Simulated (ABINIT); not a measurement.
# InSbSe3 (Pm-3m): from the cell to the phonon bands, part 5 of 5

How does InSbSe3 (Pm-3m) vibrate, and is this structure a minimum?

ABINIT 10.8.3; DFT LDA, scalar-relativistic, plane waves, HGH norm-conserving pseudopotentials.

So far, highest frequency (cm⁻¹): step 9 (dispersion) 197. Also lowest frequency on the path (cm⁻¹): step 9 -110. The relaxed cell has a = 5.214 Å (conventional setting).

The structure was built from a prototype and need not be the compound's stable phase.

## (10) Density of states

Sums over the zone need many more wavevectors than were solved, so the interpolation is sampled on a dense mesh.

Input file anaddb.abi:

```
ddb_filepath "all_DDB"
output_file "anaddb.abo"
outdata_prefix "anaddb"
ifcflag 1
ngqpt 2 2 2
nqshft 1
q1shft 0.0 0.0 0.0
asr 1
chneut 0
dipdip 0
dipquad 0
quadquad 0
prtdos 2
ng2qpt 9 9 9
dosdeltae 4.5563e-06
ntemper 11
temperinc 100.0
tempermin 0.0
```

The run is started by

```sh
> OMP_NUM_THREADS=1 anaddb anaddb.abi > anaddb.log
```

anaddb.abo, the main output file:

```text
-outvars_anaddb: echo values of input variables ----------------------

 Flags :
     ifcflag         1
 Miscellaneous information :
         asr         1
      chneut         0
 Interatomic Force Constants Inputs :
      dipdip         0
     dipquad         0
    quadquad         0
      ifcana         0
      ifcout         0
 Description of grid 1 :
        brav         1
       ngqpt         2         2         2
      nqshft         1
      q1shft
                     0.00000000E+00  0.00000000E+00  0.00000000E+00
 Phonon DOS information :
   dosdeltae  4.55630000E-06
    dossmear  4.55633525E-06
 Description of grid 2 (Fourier interp. or BZ sampling):
      ng2qpt         9         9         9
      ngrids         4
      q2shft         0.00000000E+00  0.00000000E+00  0.00000000E+00

================================================================================

 read the DDB information and perform some checks

  ==== Info on the Cryst% object ====
 Real(R)+Recip(G) space primitive vectors, cartesian coordinates (Bohr,Bohr^-1):
 R(1)=  9.8526452  0.0000000  0.0000000  G(1)=  0.1014956  0.0000000  0.0000000
 R(2)=  0.0000000  9.8526452  0.0000000  G(2)=  0.0000000  0.1014956  0.0000000
 R(3)=  0.0000000  0.0000000  9.8526452  G(3)=  0.0000000  0.0000000  0.1014956
 Unit cell volume ucvol=  9.5644176E+02 bohr^3
 Angles (23,13,12)=  9.00000000E+01  9.00000000E+01  9.00000000E+01 degrees
 Time-reversal symmetry is present
 Reduced atomic positions [iatom, xred, symbol]:
    1)    0.0000000  0.0000000  0.0000000  In
    2)    0.5000000  0.5000000  0.5000000  Sb
    3)    0.5000000  0.5000000  0.0000000  Se
    4)    0.5000000  0.0000000  0.5000000  Se
    5)    0.0000000  0.5000000  0.5000000  Se

 DDB file with 4 blocks has been read.

================================================================================

 Calculation of the interatomic forces

       Homogeneous q point set in the B.Z.
 Grid q points  :        8
  1)   0.00000000E+00  0.00000000E+00  0.00000000E+00
  2)   5.00000000E-01  0.00000000E+00  0.00000000E+00
  3)   0.00000000E+00  5.00000000E-01  0.00000000E+00
  4)   5.00000000E-01  5.00000000E-01  0.00000000E+00
  5)   0.00000000E+00  0.00000000E+00  5.00000000E-01
  6)   5.00000000E-01  0.00000000E+00  5.00000000E-01
  7)   0.00000000E+00  5.00000000E-01  5.00000000E-01
  8)   5.00000000E-01  5.00000000E-01  5.00000000E-01

 The interatomic forces have been obtained

================================================================================

 Calculation of phonon density of states

 Average speed of sound partial sums:     0.1311757444E-02 (at units)
-                                   =           2.8697 [km/s]

 Debye frequency from partial sums:     0.5189406365E-03 (Ha)
-                                 =     0.3414465362E+01 (THz)
-Debye temperature from partial sums:     0.1638684924E+03 (K)

 Average speed of sound:     0.6055951584E-04 (at units)
-                      =           0.1325 [km/s]

 Debye frequency from DOS:     0.2395777804E-04 (Ha)
-                        =     0.1576346070E+00 (THz)
-Debye temperature from DOS:     0.7565267955E+01 (K)

-
```

The job ended after 0.66 s (1 thread of Arm Neoverse V1, shared host).

Numbers from this step:

| Quantity | Value |
| --- | --- |
| share of modes beyond 3i cm⁻¹ on the dense interpolated mesh | 0.6083 |

The phonon density of states has structure finer than the step of the table below, so its rows give means over 10 cm⁻¹, whole bins alone (the curve runs from -140 to 226 cm⁻¹). Peaks (cm⁻¹: height): -93.6: 0.282, -81.6: 0.458, -37.6: 0.286, -31.6: 0.341, 164.4: 0.295, 176.4: 0.139.

Tetrahedra. Table of phonon density of states by wavenumber; means over each step:

```
wavenumber (cm⁻¹)  phonon density of states (1/cm⁻¹/cell)
             -120                                       0
             -110                                  0.0104
             -100                                   0.173
              -90                                   0.196
              -80                                   0.206
              -70                                       0
              -60                                       0
              -50                                 0.00489
              -40                                   0.138
              -30                                   0.175
              -20                                 0.00201
              -10                                 0.00575
                0                                 0.00784
               10                                  0.0128
               20                                  0.0122
               30                                  0.0123
               40                                  0.0183
               50                                  0.0148
               60                                  0.0130
               70                                  0.0130
               80                                  0.0132
               90                                  0.0210
              100                                  0.0169
              110                                  0.0169
              120                                  0.0195
              130                                  0.0308
              140                                  0.0350
              150                                  0.0572
              160                                   0.158
              170                                  0.0484
              180                                  0.0581
              190                                 0.00978
              200                                  2.9e-4
              210                                       0
```

## (11) What came out

```yaml
space_group_after_relaxation: Pm-3m
volume_per_atom: 28.3 Å³
highest_optical_zone_centre_mode_no_lo_to_term: 156.9 cm⁻¹
lowest_optical_zone_centre_mode: -100.7 cm⁻¹
q_mesh: 2×2×2
lowest_mode_on_the_q_mesh_acoustic_ones_at_the_zone_centre_apart: -109.5 cm⁻¹
imaginary_modes_on_the_q_mesh: yes
```

**Reading.** InSbSe3 (Pm-3m) is unstable: a mode solved on the 2×2×2 mesh is imaginary, 109i cm⁻¹; its spectrum reaches 197 cm⁻¹. At the LDA level the optical modes of InSbSe3 (Pm-3m) at the zone centre run from 101i to 157 cm⁻¹, so the structure is a saddle point, with 9 modes beyond 10i cm⁻¹ there. The base run prints -0.88 GPa, mostly the error of a finite basis; the relaxation, with a smoothed and higher cutoff, had brought the cell to rest. The most unstable solved mode lies at q = (0.5, 0.5, 0.5), on the zone boundary, so the distortion that it points to doubles the cell. These are harmonic frequencies at zero temperature: anharmonic shifts and linewidths and thermal expansion are left out. Spin-orbit coupling is left out, which can matter for the heavy elements here. The HGH files keep few electrons and have no core correction, which is cheap but rough for In and Sb. In a metal the frequencies hang on the k mesh and the smearing, most of all near Kohn anomalies. The structure is a hypothetical one, built on a prototype.

[Host names and launcher messages were left out of these logs when they were recorded.]

[Logs are printed without paths, hosts, clocks, repeated set-up lines and the standing remarks that a program may print on its own settings, such as how far it seeks lower states.]

[Hosts, paths, dates, database ids (printed as entryN), source tags and the programs' standing remarks are cut or masked in the printed files.]
